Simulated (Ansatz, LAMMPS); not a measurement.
# Charge trapping in glassy 21Sc2O3-79SiO2 (mol %) (116 atoms), part 2 of 4

Does an extra electron or hole in glassy 21Sc2O3-79SiO2 (mol %) (116 atoms) stay spread out, or do the atoms trap it?

Ansatz 0.2.0; Kohn-Sham DFT, PBE, PAW (set soft_2), plane waves.

The cell: 14 Sc, 27 Si and 75 O. The quench rate of 100 K/ps far exceeds what a furnace or splat quench reaches. The starting topology of bonds comes from the classical model. Only the Γ point is sampled, in a cell whose shortest periodic width is 12 Å.

So far. Step 2 (Single point at the start): The r.m.s. force at the start is 1.3 eV/Å. Step 3 (Relaxation): The relaxation converged after 17 steps, 8.55 eV below its start, with a largest force component of 0.023 eV/Å.

## Step 4: Single point at the relaxed geometry

The electronic structure is read at the final geometry, in a run of its own.

Contents of input.yaml:

```yaml
crystal:
  lattice:
    - [11.71577, 0.0, 0.0]
    - [0.0, 11.71577, 0.0]
    - [0.0, 0.0, 11.71577]
  atoms:
    - { symbol: Sc, position: [0.12071, 0.41776, 0.57846] }
    - { symbol: Sc, position: [0.41004, 0.75275, 0.76097] }
    - { symbol: Sc, position: [0.11285, 0.64583, 0.44335] }
    - { symbol: Sc, position: [0.60799, 0.18097, 0.78868] }
    - { symbol: Sc, position: [0.21825, 0.78534, 0.23529] }
    - { symbol: Sc, position: [0.42058, 0.27932, 0.60441] }
    [... 104 atom lines left out ...]
    - { symbol: O, position: [0.45679, 0.17676, 0.47748] }
    - { symbol: O, position: [0.67767, 0.59761, 0.23754] }
    - { symbol: O, position: [0.42955, 0.47846, 0.53965] }
    - { symbol: O, position: [0.3418, 0.56559, 0.07072] }
    - { symbol: O, position: [0.11922, 0.66516, 0.7694] }
    - { symbol: O, position: [0.75502, 0.62363, 0.81553] }
kpoints:
  mp_grid: { grid: [1, 1, 1] }
hamiltonian:
  xc: pbe
scf:
  occupations: { method: fixed }
output:
  forces: true
  stress: true
  populations: true
  dos:
    method: { smearing: { sigma: 0.1 } }
    de: 0.1
    projected: { site_lists: { O: [O], Sc: [Sc], Si: [Si] } }
  eigenvalues: true
  write_density: true
  write_potential: true
  volumetric_format: npy
```

On the command line:

```bash
$ ansatz run input.yaml --threads 4 --pin off --max-ram 12288MiB --backend cpu --events-out ev --progress --plain --runs-dir out
```

Standard output:

```text
[...]
Crystal: 116 atoms, lattice volume = 1608.098 Å³
Basis set: ecut = 420 eV, 31439 PW (Γ), exchange–correlation on 160×160×160 points (8 copies of the dense FFT grid, shifted against one another)
Bands: 472, of which v1, the nominal top of the filled ones, is band 356 counted from 1 (355 counted from 0)
Symmetry: 1 space group operations
[...]
k-points: 1
[...]
SCF iter   1: F=—  HF=-89776.818489 eV  |F-HF|=—  |Δ(HF+E_count)|=         —  Δρ=2.40e-3  dr2=8.78e-2  ethr=1.77e-3  ⟨swp⟩=5.0  Hψ=1631  notcnv=0  defer=113
[...]
SCF iter  10: F=-89776.827840 eV  HF=-89776.827840 eV  |F-HF|=1.58e-8  |Δ(HF+E_count)|=   8.36e-8  Δρ=1.96e-6  dr2=6.02e-8  ethr=1.40e-11  ⟨swp⟩=19.0  Hψ=4270  notcnv=0
SCF 1 converged in 10 iterations: F = -89776.827840 eV  dr2 = 6.02e-8
[...]
SCF converged after 10 iterations
Free energy (F): -89776.827840 eV
[...]
Internal energy: -89776.827840 eV  (E = F + TS)
E sigma→0 (E₀):  -89776.827840 eV
Fermi energy:    3.696599 eV
[...]
--- Forces (eV/Å), atoms counted from 1 ---
  atom   1  Sc     0.00276368     0.00322198    -0.00170439
  atom   2  Sc     0.00946485    -0.00211074    -0.00650415
  atom   3  Sc     0.00031663    -0.01134104     0.00229317
  atom   4  Sc    -0.00554245     0.02540236     0.00066128
  atom   5  Sc    -0.00116566     0.00578080    -0.00125861
  atom   6  Sc    -0.01767455     0.00419955     0.00938793
  atom   7  Sc     0.00313641    -0.00155396    -0.01262226
  atom   8  Sc    -0.00024555     0.00409518     0.00073799
  atom   9  Sc     0.00115965     0.00259038     0.00252163
  atom  10  Sc     0.00417071     0.01159996     0.00233803
  atom  11  Sc    -0.00304738    -0.01902185     0.00172276
  atom  12  Sc    -0.00656420     0.00001615     0.01640355
  atom  13  Sc     0.00807476     0.00451761    -0.00162951
  atom  14  Sc     0.00917186     0.00241340     0.00262083
[...]
atom 115  O      0.00248578     0.00466155     0.00033115
  atom 116  O     -0.00769990    -0.00299179     0.00818736
  max |Σ_I F_I| component: 8.41e-5 eV/Å
--- Stress (GPa, compression-positive) ---
        0.177100      -0.217879      -0.639516
       -0.217879       0.301482      -1.004919
       -0.639517      -1.004918      -0.249413
  P = ⅓ Tr σ = 0.0764 GPa (0.764 kbar)
--- Band table (eV) ---
[...]
--- Löwdin populations: 116 sites ---
  site symbol       q [e]
     0     Sc      9.7888
     1     Sc      9.7123
     2     Sc      9.6705
[...]
115      O      6.7915
  spilling = 0.009689 (of n_electrons = 712.000000)
```

Elapsed: 39 s, on 4 threads of Intel Xeon at 2.80GHz (Skylake/Cascade Lake), shared host; peak memory 2.4 GiB.

The run gave:

* free energy: -89776.8278 eV
* free energy per atom: -773.9382 eV/atom
* SCF cycles: 10
* pressure: 0.07639 GPa
* r.m.s. force component: 0.00622 eV/Å
* longest force: 0.02601 eV/Å
* Fermi energy: 3.697 eV
* gap (highest filled to lowest empty level): 3.615 eV
* spilling of the projection: 0.009689

Löwdin charges by element and coordination (they lack the spilled electrons, 0.059 e an atom on average):

```
element  coordination  atoms  mean charge (e)  spread   least    most
      O           all     75           -0.774  0.0262  -0.807  -0.645
      O             2     46           -0.781  0.0173  -0.807  -0.721
      O             3     27           -0.763  0.0329  -0.799  -0.645
      O             4      2           -0.742  0.0188  -0.761  -0.723
     Sc           all     14             1.30  0.0485    1.21    1.40
     Sc             4      3             1.34  0.0642    1.25    1.40
     Sc             5      6             1.29  0.0392    1.21    1.33
     Sc             6      4             1.30  0.0378    1.24    1.34
     Sc             7      1             1.28       0    1.28    1.28
     Si           all     27             1.73  0.0304    1.66    1.79
```

Density of states as counts of states in windows of 1 eV (from the Fermi level), total and the larger projections:

```
from (eV)  to (eV)  total   O p  Sc d  Si p
      -14      -10    0.0   0.0   0.0   0.0
      -10       -9    3.2   2.1   0.0   0.1
       -9       -8   13.4   8.9   0.1   0.7
       -8       -7   17.4  11.9   0.1   1.5
       -7       -6   18.4  13.3   0.2   2.5
       -6       -5   36.3  27.4   0.8   5.9
       -5       -4   43.4  33.1   2.1   5.0
       -4       -3   67.8  55.9   3.5   4.1
       -3       -2   92.8  81.8   5.0   2.4
       -2       -1   99.8  91.7   3.9   1.6
       -1        0   55.8  52.8   1.5   0.6
        0        1    1.8   1.7   0.0   0.0
        1        3    0.0   0.0   0.0   0.0
        3        4    9.3   0.6   8.0   0.1
        4        5   49.2   3.6  41.1   0.7
```

With fixed occupations the program's Fermi level is the highest filled level; weight inside the gap is the broadening of levels at its edges.

Between -26 and -14 eV lie 156 more states.

The levels nearest the highest filled one (over half full), pooled over k-points and spins:

```
level less the highest filled one (eV)  occupation
                                -0.323           2
                                -0.272           2
                                -0.230           2
                                -0.206           2
                               -0.0925           2
                                     0           2
                                  3.62           0
                                  3.74           0
                                  3.79           0
                                  3.90           0
                                  3.97           0
                                  4.00           0
```

Valence density in the bc plane at fractional x = 0.418, with atoms of Sc and Si and O within 0.2 Å of it. It is the smooth field of the valence electrons, not physical close to the nuclei.

Values in e/Å³, 13 rows by 16 columns, each cell a mean:
```
0.4 2.0 2.7 0.2 0.0 0.1 0.0 0.0 0.1 0.5 0.7 0.2 0.0 0.0 0.3 0.5
0.4 1.0 1.3 0.1 0.0 0.0 0.0 0.0 0.1 1.9 3.8 0.6 0.1 0.2 1.6 1.6
0.2 0.1 0.1 0.0 0.0 0.0 0.0 0.0 0.0 0.4 0.9 2.4 3.6 0.6 3.3 3.0
0.2 0.5 1.0 0.3 0.1 0.0 0.0 0.0 0.0 0.0 0.1 2.3 3.6 0.4 0.3 0.3
0.2 0.4 0.7 1.0 3.9 1.5 0.1 0.2 0.1 0.1 0.8 2.0 0.4 0.1 0.3 0.5
0.3 0.1 0.2 1.1 4.3 1.6 0.4 3.4 2.0 0.3 1.7 3.7 0.6 0.2 2.5 2.9
0.1 0.2 1.7 1.6 0.2 0.1 0.3 2.1 1.3 0.2 0.2 0.4 1.8 1.3 0.8 0.8
0.1 0.2 0.9 0.7 0.1 0.0 0.0 0.1 0.1 0.1 0.1 0.5 4.9 3.7 0.2 0.1
0.2 0.3 0.2 0.9 1.0 0.2 0.1 0.1 0.1 0.0 0.1 0.1 0.5 0.4 0.1 0.1
0.1 0.1 0.3 2.4 4.0 0.7 0.3 0.5 0.2 0.0 0.0 0.1 2.0 3.0 0.3 0.0
0.0 0.0 0.0 0.2 0.5 0.4 0.3 0.2 0.1 0.0 0.0 0.1 1.4 2.0 0.3 0.0
0.1 0.0 0.0 0.0 0.6 3.5 1.4 0.1 0.2 0.3 0.1 0.1 0.2 0.3 1.0 1.1
0.3 0.2 0.1 0.0 0.4 2.5 0.9 0.1 0.3 0.5 0.3 0.2 0.1 0.2 2.5 3.3
```
Columns run along b (11.7 Å), rows up along c (11.7 Å). Atoms in or near the plane, at fractional coordinates: Sc at (0.75, 0.76), Sc at (0.28, 0.60), Sc at (0.80, 0.43), Si at (0.14, 0.35), Si at (0.37, 0.21), O at (0.34, 0.08), O at (0.93, 0.82), O at (0.70, 0.59), O at (0.81, 0.23), O at (0.25, 0.27), O at (0.48, 0.54).

Electrostatic potential energy in the bc plane at fractional x = 0.418, with atoms of Sc and Si and O within 0.2 Å of it. With pseudopotentials it is smooth inside the atoms' cores, unlike the true potential.

Ten even steps from '0' (-46 eV) to '9' (11 eV), each cell a mean:
```
357647999999999998510378999999874
025214899999999999864589999999862
357657999999999999962259999998764
888999999999999999973258777884115
999999999999999999998875214784115
899999999999999999999862001588678
889878998888999999999874113688887
788867876567899999999987777899877
889998851015789999999864689999888
899999740004788668888620389998547
999999863236885114777743689995215
999986578778996225777888876788558
999973369999999888888888621258999
998765689999999999999997400037899
987311479999999999999998621258999
986100268999999999999999877789999
997411442488889999999999998899999
998877730154236899999999973269999
999999975640003799999999961149999
999999999861004899999999986578999
999999999975568999999999987678999
999999999941279999988999987777668
999999999941379998755689999885114
889999999987899998510268999997435
```
Columns run along b (11.7 Å; values clipped at the 3rd and 97th percentile), rows up along c (11.7 Å). Atoms in or near the plane, at fractional coordinates: Sc at (0.75, 0.76), Sc at (0.28, 0.60), Sc at (0.80, 0.43), Si at (0.14, 0.35), Si at (0.37, 0.21), O at (0.34, 0.08), O at (0.93, 0.82), O at (0.70, 0.59), O at (0.81, 0.23), O at (0.25, 0.27), O at (0.48, 0.54).

The highest filled and lowest empty levels differ by 3.62 eV (at Γ alone); a semilocal functional tends to put such gaps too low. In a disordered cell it changes from sample to sample, and tail or defect levels can set it. Mean Löwdin charges: O -0.77, Sc +1.30, Si +1.73 e (they miss 0.97 % of the electrons, so they add up to more than the cell's charge). The largest share in the top eV of filled states is O p (96 % of the projected weight), and in the lowest eV of empty states Sc d (87 % of the projected weight).

## Step 5: An extra electron, atoms held

The electron count changes by one with the atoms held: a vertical process, on a uniform background, with spin and a narrow Fermi–Dirac smearing. Its energy against the neutral cell hangs on the program's zero of potential.

Contents of input.yaml:

```yaml
crystal:
  lattice:
    - [11.71577, 0.0, 0.0]
    - [0.0, 11.71577, 0.0]
    - [0.0, 0.0, 11.71577]
  atoms:
    [... the 116 atom lines of step 4 ...]
total_charge: -1
kpoints:
  mp_grid: { grid: [1, 1, 1] }
hamiltonian:
  xc: pbe
scf:
  occupations: { method: fermi_dirac, width: 0.01 }
  lower_state_search: "off"
output:
  forces: true
  stress: true
  populations: true
  dos:
    method: { smearing: { sigma: 0.15 } }
    de: 0.1
    projected: { site_lists: { O: [O], Sc: [Sc], Si: [Si] } }
  eigenvalues: true
  write_density: true
  write_potential: true
  volumetric_format: npy
magnetization:
  spin_polarized: true
  initial_magnetization: 1
```

Standard output:

```text
[...]
Crystal: 116 atoms, lattice volume = 1608.098 Å³
Basis set: ecut = 420 eV, 31439 PW (Γ), exchange–correlation on 160×160×160 points (8 copies of the dense FFT grid, shifted against one another)
Bands: 473, of which v1, the nominal top of the filled ones, is band 357 counted from 1 (356 counted from 0)
Symmetry: 1 space group operations
[...]
k-points: 1
[...]
Starting moments: Σ|m| = 1 μB on 116 of 116 sites
[...]
SCF iter   1: F=—  HF=-89830.211532 eV  |F-HF|=—  |Δ(HF+E_count)|=         —  Δρ=4.70e-2 (↑4.65e-2 ↓4.70e-2)  dr2=2.28e2  dr2_m=3.73e-1  M=1.000 μB ∫|m|=1.046 μB  β_m=1.00  ethr=3.10e-3  ⟨swp⟩=5.0  Hψ=3508  notcnv=0  defer=165
[...]
spin=Collinear: Resta preconditioning applied to the charge; magnetization (m = ρ↑ − ρ↓) channel mixes plain (no charge-response kernel on spin).
SCF iter   2: F=—  HF=-89790.227339 eV  |F-HF|=—  |Δ(HF+E_count)|=         —  Δρ=2.81e-2 (↑2.67e-2 ↓2.81e-2)  dr2=7.83e1  dr2_m=3.01e-1  M=0.229 μB ∫|m|=0.399 μB  β_m=0.30  ethr=3.10e-3  ⟨swp⟩=3.0  Hψ=1805  notcnv=0  defer=214
[...]
spin=Collinear: Kerker preconditioning applied to the charge; magnetization (m = ρ↑ − ρ↓) channel mixes plain (no charge-response kernel on spin).
SCF iter   3: F=—  HF=-89781.641130 eV  |F-HF|=—  |Δ(HF+E_count)|=    8.59e0  Δρ=1.98e-2 (↑1.96e-2 ↓1.98e-2)  dr2=4.85e1  dr2_m=1.78e-1  M=0.572 μB ∫|m|=0.735 μB  β_m=0.30  ethr=3.10e-3  ⟨swp⟩=3.0  Hψ=1355  notcnv=0  defer=214
SCF iter   4: F=—  HF=-89773.479231 eV  |F-HF|=—  |Δ(HF+E_count)|=    8.16e0  Δρ=1.14e-2 (↑1.14e-2 ↓9.97e-3)  dr2=1.97e1  dr2_m=1.00e-1  M=0.331 μB ∫|m|=0.528 μB  β_m=0.30  ethr=3.10e-3  ⟨swp⟩=2.5  Hψ=2018  notcnv=0  defer=218
[...]
SCF iter  14: F=—  HF=-89769.355248 eV  |F-HF|=—  |Δ(HF+E_count)|=   3.55e-2  Δρ=2.47e-3 (↑2.47e-3 ↓1.08e-3)  dr2=5.87e-1  dr2_m=1.07e-2  M=0.999 μB ∫|m|=1.085 μB  β_m=0.30  ethr=1.29e-4  ⟨swp⟩=7.0  Hψ=974  notcnv=0  defer=209
[...]
spin-set hold released at iteration 14 (site moments contracting): the magnetisation degrees of freedom join the quasi-Newton model from the next iteration; the mixer history was flushed
SCF iter  15: F=—  HF=-89769.328638 eV  |F-HF|=—  |Δ(HF+E_count)|=   2.66e-2  Δρ=1.63e-3 (↑1.63e-3 ↓8.20e-4)  dr2=1.57e-1  dr2_m=1.35e-2  M=1.000 μB ∫|m|=1.086 μB  β_m=0.28  ethr=8.24e-5  ⟨swp⟩=7.5  Hψ=987  notcnv=0  defer=207
[...]
SCF iter  17: F=—  HF=-89769.317323 eV  |F-HF|=—  |Δ(HF+E_count)|=   1.93e-3  Δρ=2.14e-3 (↑2.14e-3 ↓4.66e-4)  dr2=2.17e-1  dr2_m=2.03e-2  M=1.000 μB ∫|m|=1.094 μB  β_m=0.19  ethr=1.13e-5  ⟨swp⟩=9.0  Hψ=982  notcnv=0  defer=208  recentre
[...]
SCF iter  29: F=—  HF=-89769.311451 eV  |F-HF|=—  |Δ(HF+E_count)|=   1.73e-8  Δρ=2.54e-6 (↑2.54e-6 ↓6.66e-7)  dr2=3.87e-7  dr2_m=2.11e-8  M=1.000 μB ∫|m|=1.095 μB  β_m=0.50  ethr=1.97e-10  ⟨swp⟩=1.5  Hψ=743  notcnv=0  defer=207
SCF iter  30: F=-89769.311451 eV  HF=-89769.311451 eV  |F-HF|=9.15e-9  |Δ(HF+E_count)|=   5.91e-9  Δρ=5.04e-7 (↑5.04e-7 ↓3.06e-7)  dr2=1.87e-8  dr2_m=5.86e-10  M=1.000 μB ∫|m|=1.095 μB  ethr=1.40e-11  ⟨swp⟩=19.5  Hψ=7841  notcnv=0
SCF 1 converged in 30 iterations: F = -89769.311451 eV  dr2 = 1.87e-8
[...]
SCF converged after 30 iterations
Magnetization: 1.0000 μB (357.0000 up, 356.0000 down)
Absolute magnetization: 1.0930 μB (∫|ρ↑−ρ↓|, with the PAW one-centre terms)
[...]
Per-site moments (μB) at R_I (Å): [(0.041658, 0.805445), (0.00368609, 0.787157), (0.034700, 0.809976), (0.029737, 0.789904), (0.013851, 0.800226), [...]
Free energy (F): -89769.311451 eV
[...]
Internal energy: -89769.302172 eV  (E = F + TS)
E sigma→0 (E₀):  -89769.306811 eV
Entropy (-TS):   -0.009279 eV (-0.080 meV/atom)
Fermi energy:    7.644352 eV
[...]
Σ components = -89769.311451   (vs F -89769.311451, Δ=0.00e0)
--- Forces (eV/Å), atoms counted from 1 ---
  atom   1  Sc    -0.30317311    -0.43576119     0.00969096
  atom   2  Sc    -0.06215377     0.26554568    -0.10123004
  atom   3  Sc    -0.00626422    -0.20332332     0.03546684
  atom   4  Sc     0.00663647    -0.14667414    -0.04776712
[...]
atom 116  O     -0.01409221    -0.00293762     0.02992521
  max |Σ_I F_I| component: 1.20e-4 eV/Å
--- Stress (GPa, compression-positive) ---
        0.175520      -0.246268      -0.674858
       -0.246268       0.411002      -0.960518
       -0.674859      -0.960516      -0.156979
  P = ⅓ Tr σ = 0.1432 GPa (1.432 kbar)
--- Band table (eV) ---
[...]
--- Löwdin populations: 116 sites ---
  site symbol       q [e]    m [muB]
     0     Sc      9.8324     0.0858
     1     Sc      9.7209     0.0098
     2     Sc      9.7016     0.0635
[...]
115      O      6.7930     0.0003
  spilling = 0.009722 (of n_electrons = 713.000000)
```

Wall time 2.8 min (4 threads); peak memory 4 GiB; 10 min of CPU time.

An extra electron, atoms held: the energy stands 7.52 eV above that of the reference, with a moment of 1.00 μB.

The levels nearest the highest filled one (over half full), pooled over k-points and spins:

```
level less the highest filled one (eV)  occupation
                                 -4.07           1
                                 -4.04           1
                                 -4.04           1
                                     0       0.828
                                0.0315       0.171
                                0.0823       0.001
                                 0.105           0
                                 0.135           0
```

Spin density in the bc plane at fractional x = 0.418, with atoms of Sc and Si and O within 0.2 Å of it.

Values in units of 1e-3 e/Å³, 13 rows by 16 columns, each cell a mean:
```
 0.1  0.1  0.2  0.0  0.0  0.0  0.0  0.0  0.0  0.0  0.0  0.0  0.1  0.1  0.0  0.3
 0.1  0.0  0.1  0.0  0.0  0.0  0.0  0.0  0.0  0.0  0.2  0.1  0.5  0.5 -0.1  0.9
 0.9  0.4  0.0  0.0  0.2  0.2  0.1  0.0  0.0  0.0  0.1  2.8  2.0  0.5 -0.4 -0.6
 4.1  1.6 -0.2  0.0  1.2  0.9  0.2  0.1  0.1  0.1  0.1  1.5  1.7  1.7  2.1  0.9
 0.8  0.3  0.3  4.3  8.2  3.7  0.2  0.0  0.1  0.0  0.0  0.0  0.1  0.6  1.4  0.4
 0.1  0.2  0.5  3.0  9.8  5.6  0.3  0.1  0.8  0.0  0.2  0.0  0.0  0.0 -0.6  0.0
 0.0  0.0  0.3  0.0  1.1  0.3  0.0  0.3  0.7  0.1  0.2  0.4  1.3  0.5 -0.1  0.2
 0.0  0.2  0.1 -0.1  0.1  0.1  0.1  0.0  0.1  0.1  0.1  0.1  2.6  1.9  0.2  0.0
 0.0  0.1  0.0  0.0  0.0  0.0  0.0  0.0  0.0  0.0  0.0  0.0  0.1  0.5  0.2  0.0
 0.1  0.2  0.0  0.0  0.1  0.0  0.0  0.0  0.0  0.0  0.0  0.0  0.0 -0.3  0.0  0.0
 0.0  0.0  0.0  0.0  0.0  0.0  0.0  0.1  0.0  0.0  0.0  0.0  0.0  0.0  0.0  0.0
 0.0  0.0  0.0  0.0  0.0  0.0  0.0  0.0  0.0  0.0  0.0  0.1  0.1  0.0  0.1  0.3
 0.0  0.0  0.0  0.0  0.0  0.0  0.0  0.0  0.0  0.0  0.0  0.0  0.0  0.0  0.2  0.4
```
Columns run along b (11.7 Å), rows up along c (11.7 Å). Atoms in or near the plane, at fractional coordinates: Sc at (0.75, 0.76), Sc at (0.28, 0.60), Sc at (0.80, 0.43), Si at (0.14, 0.35), Si at (0.37, 0.21), O at (0.34, 0.08), O at (0.93, 0.82), O at (0.70, 0.59), O at (0.81, 0.23), O at (0.25, 0.27), O at (0.48, 0.54).

(Continued in part 3 of 4.)

[Long decimals in the printed logs are rounded to 6 places.]

[Logs are printed without paths, hosts, clocks, repeated set-up lines and the standing remarks that a program may print on its own settings, such as how far it seeks lower states.]

[Hosts, paths, dates, database ids (printed as entryN), source tags and the programs' standing remarks are cut or masked in the printed files.]
